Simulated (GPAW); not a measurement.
Records of electronic-structure calculations.

```xyz
8
Lattice="2.225 1.284 3.935 -2.225 1.284 3.935 0.000 -2.569 3.935" Properties=species:S:1:pos:R:3 pbc="T T T" subject="A GW chain in GPAW: AlH3 (R-3c)" method="DFT, LDA, plane waves, PAW (and 1 further level or step)" program="GPAW 26.7.0" settings_of_one_run="cutoff 600 eV, GPAW PAW setups 1.2.1 data release, 4×4×4 k-mesh, nbands 237" cost="4 runs, 2.5 min in all on 4 MPI ranks of Arm Neoverse V1, shared host (the runs of this entry)" notes="The cell and positions come from the Crystallography Open Database and are kept as given unless a step says otherwise. Bands and cutoff are finite, so the gap is not at the basis limit. The miss can reach some tenths of an eV and take either sign; the mesh is an error of its own." lda_gap="1.94 eV, indirect" g0w0_gap_on_the_mesh="4.09 eV" gw_settings="4×4×4 mesh, 105 bands, screening to 78 eV, Godby-Needs plasmon pole" known_limits="not at the basis limit"
Al    0.000    0.000    0.000
Al    0.000    0.000    5.902
H     0.570    1.284    6.885
H    -1.397   -0.149    6.885
H     0.828   -1.135    6.885
H    -0.570   -1.284    4.918
H     1.397    0.149    4.918
H    -0.828    1.135    4.918
```

[Paths, hosts, dates, memory and timing lines, banners, echoed tables and standing remarks are left out of the program output.]

[Logs are printed without paths, hosts, clocks, repeated set-up lines and the standing remarks that a program may print on its own settings, such as how far it seeks lower states.]

[Runs of the session that timed out or met a known fault of the program may be left out.]

[Hosts, paths, dates, database ids (printed as entryN), source tags and the programs' standing remarks are cut or masked in the printed files.]
